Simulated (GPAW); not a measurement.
**Near-edge structure at the Al K edge of Al (Aluminum, Fm-3m)**

How does the Al K edge of Al (Aluminum, Fm-3m) move when the bonds are compressed or stretched?

Method: X-ray absorption from dipole matrix elements to empty bands, plane-wave PAW revPBE, in GPAW 26.7.0.

This is a report of a sequence of runs, with most program output left out.

## Step 1: Set-up

It takes space group Fm-3m (No. 225, cubic). The conventional cell has a = 4.050 Å, b = 4.050 Å, c = 4.050 Å, α = 90.00°, β = 90.00°, γ = 90.00°. Nearest to Al lie 12 Al at 2.86 Å.

## Step 2: Ground state of the crystal

The ground state comes first: it tells whether the system has a gap, which decides how the excited electron is treated.

scf.py reads:

```python
import numpy as np
from ase import Atoms
from ase.parallel import parprint, paropen
from gpaw import GPAW, PW, FermiDirac, Mixer, MixerDif, setup_paths
from gpaw.test import gen
setup_paths.insert(0, '.')
gen('Al', name='nch1s', xcname='revPBE', corehole=(1, 0, 0), write_xml=True)
from gpaw.mpi import world
world.barrier()

atoms = Atoms('Al',
    cell=[[0, 2.024805, 2.024805],
     [2.024805, 0, 2.024805],
     [2.024805, 2.024805, 0]],
    scaled_positions=[[0, 0, 0]],
    pbc=True)
atoms.calc = calc = GPAW(legacy_gpaw=True, mode=PW(430), xc='revPBE', setups={0: 'nch1s'},
    kpts={'size': (10, 10, 10), 'gamma': True}, occupations=FermiDirac(0.05),
    charge=0, mixer=Mixer(0.1, 5, 50), maxiter=150,
    convergence={'density': 0.0001}, txt='scf.txt')
energy = atoms.get_potential_energy() + calc.get_reference_energy()
ef = calc.get_fermi_level()
out = dict(energy=energy, fermi=ef, forces=atoms.get_forces().tolist())
parprint(f'all-electron energy {energy:.4f} eV, Fermi level {ef:.4f} eV')
ev = np.array([[calc.get_eigenvalues(k, s) for k in range(len(calc.get_ibz_k_points()))] for s in range(calc.get_number_of_spins())])
out['homo'], out['lumo'], out['counts'] = ev[ev < ef].max(), ev[ev > ef].min(), sorted(set((ev < ef).sum((0, 2)).tolist()))
out['filled'] = (ev[:, 0] < ef).sum(1).tolist()
import json
with paropen('out.json', 'w') as f:
    json.dump(out, f)
```

Launch:

```
$ OMP_NUM_THREADS=1 mpirun -n 2 gpaw python scf.py
```

Run time: 4.6 s. Hardware: 2 MPI ranks of Arm Neoverse V2, shared host; peak memory 0.15 GiB.

The mesh shows no gap, so the system is treated as a metal and the core electron is put at the Fermi level (neutral cell).

## Step 3: Supercell without a hole, the energy reference

The photon energy needs a difference of total energies, so the cell and mesh of the coming hole run are first run without a hole.

Edit scf.py of step 2 so:

```diff
@@ -10,10 +10,17 @@
 
-atoms = Atoms('Al',
-    cell=[[0, 2.024805, 2.024805],
-     [2.024805, 0, 2.024805],
-     [2.024805, 2.024805, 0]],
-    scaled_positions=[[0, 0, 0]],
+atoms = Atoms('Al8',
+    cell=[[0, 4.04961, 4.04961],
+     [4.04961, 0, 4.04961],
+     [4.04961, 4.04961, 0]],
+    scaled_positions=[[0, 0, 0],
+     [0, 0, 0.5],
+     [0, 0.5, 0],
+     [0.5, 0, 0],
+     [0, 0.5, 0.5],
+     [0.5, 0, 0.5],
+     [0.5, 0.5, 0],
+     [0.5, 0.5, 0.5]],
     pbc=True)
 atoms.calc = calc = GPAW(legacy_gpaw=True, mode=PW(430), xc='revPBE', setups={0: 'nch1s'},
-    kpts={'size': (10, 10, 10), 'gamma': True}, occupations=FermiDirac(0.05),
+    kpts={'size': (5, 5, 5), 'gamma': True}, occupations=FermiDirac(0.1),
     charge=0, mixer=Mixer(0.1, 5, 50), maxiter=150,
```

Wall time 6.6 s (2 MPI ranks); peak memory 0.21 GiB.

Reference energy: -52874.129 eV with the cores included.

## Step 4: Spectrum with XCH, Al atom 1

The holes are 5.7 Å apart. In GPAW the data set carries the hole's charge, so charge=0 means a charged cell and charge=-1 a neutral one. The excited electron is kept in the cell, where it fills the lowest empty states and screens the hole. After the field has converged, empty bands are computed with the density fixed and the dipole matrix elements are summed.

The absorber has 12 Al at 2.86 Å (cuboctahedral, site symmetry m-3m).

xas.py reads:

```python
import numpy as np
from ase import Atoms
from ase.parallel import parprint, paropen
from gpaw import GPAW, PW, FermiDirac, Mixer, MixerDif, setup_paths
from gpaw.test import gen
setup_paths.insert(0, '.')
gen('Al', name='fch1s', xcname='revPBE', corehole=(1, 0, 1), write_xml=True)
from gpaw.mpi import world
world.barrier()

atoms = Atoms('Al8',
    cell=[[0, 4.04961, 4.04961],
     [4.04961, 0, 4.04961],
     [4.04961, 4.04961, 0]],
    scaled_positions=[[0, 0, 0],
     [0, 0, 0.5],
     [0, 0.5, 0],
     [0.5, 0, 0],
     [0, 0.5, 0.5],
     [0.5, 0, 0.5],
     [0.5, 0.5, 0],
     [0.5, 0.5, 0.5]],
    pbc=True)
atoms.calc = calc = GPAW(legacy_gpaw=True, mode=PW(430), xc='revPBE', setups={0: 'fch1s'},
    kpts={'size': (5, 5, 5), 'gamma': True}, occupations=FermiDirac(0.1),
    charge=-1, mixer=Mixer(0.1, 5, 50), maxiter=150,
    convergence={'density': 0.0001}, txt='scf.txt')
energy = atoms.get_potential_energy() + calc.get_reference_energy()
ef = calc.get_fermi_level()
out = dict(energy=energy, fermi=ef, forces=atoms.get_forces().tolist())
parprint(f'all-electron energy {energy:.4f} eV, Fermi level {ef:.4f} eV')
ev = np.array([[calc.get_eigenvalues(k, s) for k in range(len(calc.get_ibz_k_points()))] for s in range(calc.get_number_of_spins())])
out['homo'], out['lumo'], out['counts'] = ev[ev < ef].max(), ev[ev > ef].min(), sorted(set((ev < ef).sum((0, 2)).tolist()))
out['filled'] = (ev[:, 0] < ef).sum(1).tolist()

from ase.units import Ha
from gpaw.xas import dipole_matrix_elements
nb = int(calc.get_number_of_electrons() / 2) + 82
top, nb = nb, nb + 8 + nb // 12
nscf = calc.fixed_density(kpts={'size': (7, 7, 7), 'gamma': True}, nbands=nb,
    convergence={'bands': top, 'eigenstates': 1e-5}, maxiter=60, txt='nscf.txt')
cell = atoms.cell.array
ops = [cell.T @ U.T @ np.linalg.inv(cell.T) for U in nscf.wfs.kd.symmetry.op_scc]
E = np.arange(-6, 34, 0.1)
fwhm = np.interp(E, [4, 25], [0.9, 3.5])
Y, X, zero, highest = 0, 0, 1e9, 1e9
for spin in range(nscf.get_number_of_spins()):
    wfs = nscf.wfs
    A = dipole_matrix_elements(wfs.setups[0])
    eps = np.zeros((wfs.kd.nibzkpts, nb))
    d = np.zeros((3, A.shape[1], wfs.kd.nibzkpts, nb), complex)
    for kpt in wfs.kpt_u:
        if kpt.s == spin and 0 in kpt.P_ani:
            eps[kpt.k] = kpt.eps_n * Ha
            d[:, :, kpt.k] = (kpt.weight * wfs.nspins / 2) ** 0.5 * np.inner(A, kpt.P_ani[0])
    world.sum(eps)
    world.sum(d)
    T = np.einsum('amkn,bmkn->abkn', d, d.conj()).real
    T = sum(np.einsum('ai,ijkn,bj->abkn', R, T, R) for R in ops) / len(ops)
    empty = eps > ef
    zero, highest = min(zero, eps[empty].min()), min(highest, eps[:, top - 1].min())
    lines = [(eps, T, empty)] if spin == 0 else lines + [(eps, T, empty)]
for eps, T, empty in lines:
    f = np.einsum('aakn->akn', T).reshape(3, -1)
    x = eps.ravel() - zero
    w = np.interp(x, E, fwhm) / 2.35482
    g = np.exp(-0.5 * ((E[:, None] - x) / w) ** 2) / (w * (2 * np.pi) ** 0.5)
    Y = Y + (f * empty.ravel()) @ g.T
    X = X + (f * ~empty.ravel()) @ g.T
out.update(E=E.round(2).tolist(), xas=Y.tolist(), xes=X.tolist(), zero=zero, valid=highest - zero, nk=len(eps), nb=nb)
for i in range(0, len(E), 10):
    parprint(f'{E[i]:7.2f}', *(f'{v:10.3e}' for v in Y[:, i]))
import json
with paropen('out.json', 'w') as f:
    json.dump(out, f)
```

Launch:

```
$ OMP_NUM_THREADS=1 mpirun -n 2 gpaw python xas.py
```

The job ended after 65 s (2 MPI ranks; peak memory 0.29 GiB; 2.2 min of CPU time).

The Al K spectrum, Al atom 1, excited-electron core hole (neutral cell) (energy from the lowest empty level; intensity scaled to a mean of 1 over the first 20 eV):

```csv
E (eV),intensity
-2.0,0.00
-1.5,0.00
-1.0,0.00
-0.5,0.05
0.0,0.30
0.5,0.63
1.0,0.85
1.5,0.90
2.0,0.97
2.5,1.08
3.0,1.11
3.5,1.09
4.0,1.36
4.5,1.57
5.0,1.39
5.5,1.34
6.0,1.24
6.5,1.14
7.0,1.02
7.5,0.92
8.0,0.91
8.5,0.92
9.0,0.90
9.5,0.91
10.0,0.94
10.5,0.99
11.0,1.08
11.5,1.18
12.0,1.22
12.5,1.17
13.0,1.10
13.5,1.08
14.0,1.07
14.5,1.04
15.0,0.97
15.5,0.91
16.0,0.89
16.5,0.89
17.0,0.87
17.5,0.82
18.0,0.77
18.5,0.73
19.0,0.71
19.5,0.69
20.0,0.68
20.5,0.66
21.0,0.62
21.5,0.58
22.0,0.54
22.5,0.49
23.0,0.44
23.5,0.39
24.0,0.35
24.5,0.31
25.0,0.28
25.5,0.26
26.0,0.24
26.5,0.24
27.0,0.26
27.5,0.29
28.0,0.35
28.5,0.43
29.0,0.53
29.5,0.66
```

Main maxima below 24 eV (height): 2.9 eV (1.11), 4.4 eV (1.58) and 11.9 eV (1.22). A K edge sees empty p states on the absorber.

The total-energy difference is 1571.44 eV. One term is added: -13.99 eV, since the hole is spin-paired here and a spin-polarised one costs that much less in the free atom (computed apart). The photon energy is then 1557.45 eV. The tabulated edge of the element is 1559 eV. The functional leaves an error of a few eV in such absolute values.

## Step 5: Reference energy of the supercell

The cell changes for the next run, so it gets a reference energy of its own.

The cell differs from the one that the last finished run ended in (a 5.727 → 5.784 Å, b 5.727 → 5.784 Å, c 5.727 → 5.784 Å).

Edit scf.py of step 3 so:

```diff
@@ -11,5 +11,5 @@
 atoms = Atoms('Al8',
-    cell=[[0, 4.04961, 4.04961],
-     [4.04961, 0, 4.04961],
-     [4.04961, 4.04961, 0]],
+    cell=[[0, 4.08970776, 4.08970776],
+     [4.08970776, 0, 4.08970776],
+     [4.08970776, 4.08970776, 0]],
     scaled_positions=[[0, 0, 0],
```

Launch:

```
$ OMP_NUM_THREADS=1 mpirun -n 2 gpaw python scf.py
```

The job ended after 6.5 s (2 MPI ranks; peak memory 0.21 GiB; 13 s of CPU time).

Reference energy: -52874.119 eV with the cores included.

## Step 6: Spectrum with XCH, Al atom 1

Shorter bonds are expected to push antibonding states and scattering resonances up, and longer ones down; the cell is scaled to test that.

Changed against the first core-hole run: volume scale from 1 to 1.03.

Edit xas.py of step 4 so:

```diff
@@ -11,5 +11,5 @@
 atoms = Atoms('Al8',
-    cell=[[0, 4.04961, 4.04961],
-     [4.04961, 0, 4.04961],
-     [4.04961, 4.04961, 0]],
+    cell=[[0, 4.08970776, 4.08970776],
+     [4.08970776, 0, 4.08970776],
+     [4.08970776, 4.08970776, 0]],
     scaled_positions=[[0, 0, 0],
@@ -37,3 +37,3 @@
 from gpaw.xas import dipole_matrix_elements
-nb = int(calc.get_number_of_electrons() / 2) + 82
+nb = int(calc.get_number_of_electrons() / 2) + 84
 top, nb = nb, nb + 8 + nb // 12
```

Launch:

```
$ OMP_NUM_THREADS=1 mpirun -n 2 gpaw python xas.py
```

Run time: 66 s. Hardware: 2 MPI ranks; peak memory 0.29 GiB; 2.2 min of CPU time.

```csv
E (eV),first run,this run
-2.0,0.00,0.00
-1.0,0.00,0.00
0.0,0.30,0.38
1.0,0.85,0.90
2.0,0.97,1.03
3.0,1.11,1.12
4.0,1.36,1.55
5.0,1.39,1.38
6.0,1.24,1.20
7.0,1.02,0.97
8.0,0.91,0.94
9.0,0.90,0.91
10.0,0.94,0.97
11.0,1.08,1.14
12.0,1.22,1.17
13.0,1.10,1.06
14.0,1.07,1.03
15.0,0.97,0.91
16.0,0.89,0.87
17.0,0.87,0.82
18.0,0.77,0.73
19.0,0.71,0.69
20.0,0.68,0.66
21.0,0.62,0.58
22.0,0.54,0.49
23.0,0.44,0.39
24.0,0.35,0.31
25.0,0.28,0.26
26.0,0.24,0.25
27.0,0.26,0.31
28.0,0.35,0.47
29.0,0.53,0.73
```

The scaled spectrum changes by 5 % r.m.s. The highest intensity below 16 eV goes from 4.4 eV (1.58) to 4.2 eV (1.62).

The photon energy of the zero moves by +0.04 eV.

## Step 7: Reference energy of the supercell

The cell differs from the one that the last finished run ended in (a 5.784 → 5.839 Å, b 5.784 → 5.839 Å, c 5.784 → 5.839 Å).

Edit scf.py of step 5 so:

```diff
@@ -11,5 +11,5 @@
 atoms = Atoms('Al8',
-    cell=[[0, 4.08970776, 4.08970776],
-     [4.08970776, 0, 4.08970776],
-     [4.08970776, 4.08970776, 0]],
+    cell=[[0, 4.12903428, 4.12903428],
+     [4.12903428, 0, 4.12903428],
+     [4.12903428, 4.12903428, 0]],
     scaled_positions=[[0, 0, 0],
```

Launch:

```
$ OMP_NUM_THREADS=1 mpirun -n 2 gpaw python scf.py
```

Run time: 6.4 s. Hardware: 2 MPI ranks; peak memory 0.21 GiB.

Reference energy: -52874.063 eV with the cores included.

## Step 8: Spectrum with XCH, Al atom 1

Changed against the first core-hole run: volume scale from 1 to 1.06.

Edit xas.py of step 6 so:

```diff
@@ -11,5 +11,5 @@
 atoms = Atoms('Al8',
-    cell=[[0, 4.08970776, 4.08970776],
-     [4.08970776, 0, 4.08970776],
-     [4.08970776, 4.08970776, 0]],
+    cell=[[0, 4.12903428, 4.12903428],
+     [4.12903428, 0, 4.12903428],
+     [4.12903428, 4.12903428, 0]],
     scaled_positions=[[0, 0, 0],
@@ -37,3 +37,3 @@
 from gpaw.xas import dipole_matrix_elements
-nb = int(calc.get_number_of_electrons() / 2) + 84
+nb = int(calc.get_number_of_electrons() / 2) + 87
 top, nb = nb, nb + 8 + nb // 12
```

Launch:

```
$ OMP_NUM_THREADS=1 mpirun -n 2 gpaw python xas.py
```

It took 68 s on 2 MPI ranks; peak memory 0.3 GiB.

```csv
E (eV),first run,this run
-2.0,0.00,0.00
-1.0,0.00,0.00
0.0,0.30,0.36
1.0,0.85,0.93
2.0,0.97,1.06
3.0,1.11,1.15
4.0,1.36,1.62
5.0,1.39,1.40
6.0,1.24,1.20
7.0,1.02,0.97
8.0,0.91,0.95
9.0,0.90,0.93
10.0,0.94,0.99
11.0,1.08,1.17
12.0,1.22,1.13
13.0,1.10,1.04
14.0,1.07,0.99
15.0,0.97,0.88
16.0,0.89,0.86
17.0,0.87,0.78
18.0,0.77,0.71
19.0,0.71,0.69
20.0,0.68,0.64
21.0,0.62,0.55
22.0,0.54,0.45
23.0,0.44,0.36
24.0,0.35,0.29
25.0,0.28,0.25
26.0,0.24,0.28
27.0,0.26,0.39
28.0,0.35,0.62
29.0,0.53,0.90
```

The scaled spectrum changes by 8 % r.m.s. The highest intensity below 16 eV goes from 4.4 eV (1.58) to 4.2 eV (1.65).

The photon energy of the zero moves by +0.08 eV.

## Step 9: Supercell without a hole, the energy reference

The cell differs from the one that the last finished run ended in (a 5.839 → 5.894 Å, b 5.839 → 5.894 Å, c 5.839 → 5.894 Å).

Edit scf.py of step 7 so:

```diff
@@ -11,5 +11,5 @@
 atoms = Atoms('Al8',
-    cell=[[0, 4.12903428, 4.12903428],
-     [4.12903428, 0, 4.12903428],
-     [4.12903428, 4.12903428, 0]],
+    cell=[[0, 4.16762562, 4.16762562],
+     [4.16762562, 0, 4.16762562],
+     [4.16762562, 4.16762562, 0]],
     scaled_positions=[[0, 0, 0],
```

Launch:

```
$ OMP_NUM_THREADS=1 mpirun -n 2 gpaw python scf.py
```

It took 7 s on 2 MPI ranks; peak memory 0.21 GiB; 14 s of CPU time.

Reference energy: -52873.967 eV with the cores included.

## Step 10: Spectrum with XCH, Al atom 1

Changed against the first core-hole run: volume scale from 1 to 1.09.

Edit xas.py of step 8 so:

```diff
@@ -11,5 +11,5 @@
 atoms = Atoms('Al8',
-    cell=[[0, 4.12903428, 4.12903428],
-     [4.12903428, 0, 4.12903428],
-     [4.12903428, 4.12903428, 0]],
+    cell=[[0, 4.16762562, 4.16762562],
+     [4.16762562, 0, 4.16762562],
+     [4.16762562, 4.16762562, 0]],
     scaled_positions=[[0, 0, 0],
@@ -37,3 +37,3 @@
 from gpaw.xas import dipole_matrix_elements
-nb = int(calc.get_number_of_electrons() / 2) + 87
+nb = int(calc.get_number_of_electrons() / 2) + 89
 top, nb = nb, nb + 8 + nb // 12
```

Launch:

```
$ OMP_NUM_THREADS=1 mpirun -n 2 gpaw python xas.py
```

It took 70 s on 2 MPI ranks; peak memory 0.31 GiB; 2.3 min of CPU time.

```csv
E (eV),first run,this run
-2.0,0.00,0.00
-1.0,0.00,0.00
0.0,0.30,0.34
1.0,0.85,0.95
2.0,0.97,1.09
3.0,1.11,1.18
4.0,1.36,1.67
5.0,1.39,1.41
6.0,1.24,1.21
7.0,1.02,0.98
8.0,0.91,0.96
9.0,0.90,0.94
10.0,0.94,1.01
11.0,1.08,1.17
12.0,1.22,1.09
13.0,1.10,1.02
14.0,1.07,0.95
15.0,0.97,0.86
16.0,0.89,0.84
17.0,0.87,0.75
18.0,0.77,0.70
19.0,0.71,0.68
20.0,0.68,0.62
21.0,0.62,0.52
22.0,0.54,0.42
23.0,0.44,0.33
24.0,0.35,0.27
25.0,0.28,0.26
26.0,0.24,0.33
27.0,0.26,0.50
28.0,0.35,0.77
29.0,0.53,1.06
```

Against the first run the r.m.s. difference is 10 %. The highest intensity below 16 eV goes from 4.4 eV (1.58) to 4.1 eV (1.69).

The photon energy of the zero moves by +0.11 eV.

## Step 11: The volumes side by side

```csv
volume,nearest distance (Å),shift of the zero (eV),maximum 1 (eV above own zero),maximum 2 (eV above own zero)
1,2.864,+0.00,4.4,11.9
1.03,2.892,+0.04,4.2,11.6
1.06,2.920,+0.08,4.2,11.4
1.09,2.947,+0.11,4.1,11.2
```

The curves, each shifted by its zero's change so that they share one photon-energy axis, counted from the zero at V × 1:

```csv
E (eV),V × 1,V × 1.03,V × 1.06,V × 1.09
-2.0,0.00,0.00,0.00,0.00
-1.0,0.00,0.00,0.00,0.00
0.0,0.30,0.35,0.30,0.26
1.0,0.85,0.89,0.90,0.91
2.0,0.97,1.02,1.05,1.07
3.0,1.11,1.13,1.16,1.19
4.0,1.36,1.52,1.57,1.61
5.0,1.39,1.39,1.41,1.43
6.0,1.24,1.21,1.22,1.23
7.0,1.02,0.98,0.99,0.99
8.0,0.91,0.93,0.95,0.96
9.0,0.90,0.91,0.92,0.94
10.0,0.94,0.97,0.98,1.00
11.0,1.08,1.14,1.15,1.16
12.0,1.22,1.18,1.14,1.10
13.0,1.10,1.06,1.04,1.02
14.0,1.07,1.03,1.00,0.97
15.0,0.97,0.91,0.88,0.86
16.0,0.89,0.87,0.86,0.85
17.0,0.87,0.82,0.79,0.76
18.0,0.77,0.73,0.71,0.70
19.0,0.71,0.69,0.69,0.68
20.0,0.68,0.66,0.64,0.63
21.0,0.62,0.59,0.56,0.54
22.0,0.54,0.49,0.46,0.43
23.0,0.44,0.39,0.37,0.34
24.0,0.35,0.31,0.29,0.28
25.0,0.28,0.26,0.25,0.26
26.0,0.24,0.25,0.27,0.31
27.0,0.26,0.31,0.38,0.48
28.0,0.35,0.47,0.59,0.74
29.0,0.53,0.71,0.88,1.03
```

## Step 12: What came out

```
absorber and edge                               : Al K, atom 1 of the ground-state input (counted from 1)
surroundings                                    : 12 Al at 2.86 Å (cuboctahedral, site symmetry m-3m)
highest intensity below 16 eV                   : 4.4 eV above the zero, height 1.58
photon energy of the zero, with the added terms : 1557.5 eV (raw 1571.4 eV; uncertain by a few eV)
```

In words: From V × 1 to V × 1.09 the nearest distance grows by 0.083 Å and the zero moves by +0.11 eV. Above their own zero, the maxima move from 4.4 to 4.1 eV and from 11.9 to 11.2 eV. The one highest in energy moves most, in the direction that the rule ΔE·R² ≈ constant for scattering resonances gives. The Al K edge of atom 1, with 12 Al at 2.86 Å (cuboctahedral, site symmetry m-3m), has its highest intensity of the first 16 eV at 4.4 eV above the zero, near 1562 eV in photon energy (uncertain by a few eV), 1.6 times the mean level of the first 20 eV (Gaussian full width 0.9 eV up to 4 eV, rising linearly to 3.5 eV at 25 eV). The holes are only 5.7 Å apart, so the shape is probably not converged with cell size; no larger cell was run here. Lifetime broadening is put in by hand, and intensities beyond about 20 eV depend on it and on the partial waves; weight that the partial waves miss at high energy is lost. The structure is a published determination, not relaxed.

[Logs are printed without paths, hosts, clocks, repeated set-up lines and the standing remarks that a program may print on its own settings, such as how far it seeks lower states.]

[Hosts, paths, dates, database ids (printed as entryN), source tags and the programs' standing remarks are cut or masked in the printed files.]

[Lists of maxima count a maximum above −3 eV only where it reaches 4 % of the highest in the window and stands out from its surroundings by 2 % of it (1.5 % where it reaches 55 %); shoulders and weaker maxima are passed over, and of the rest the first, up to two pre-edge ones and the few strongest are named.]
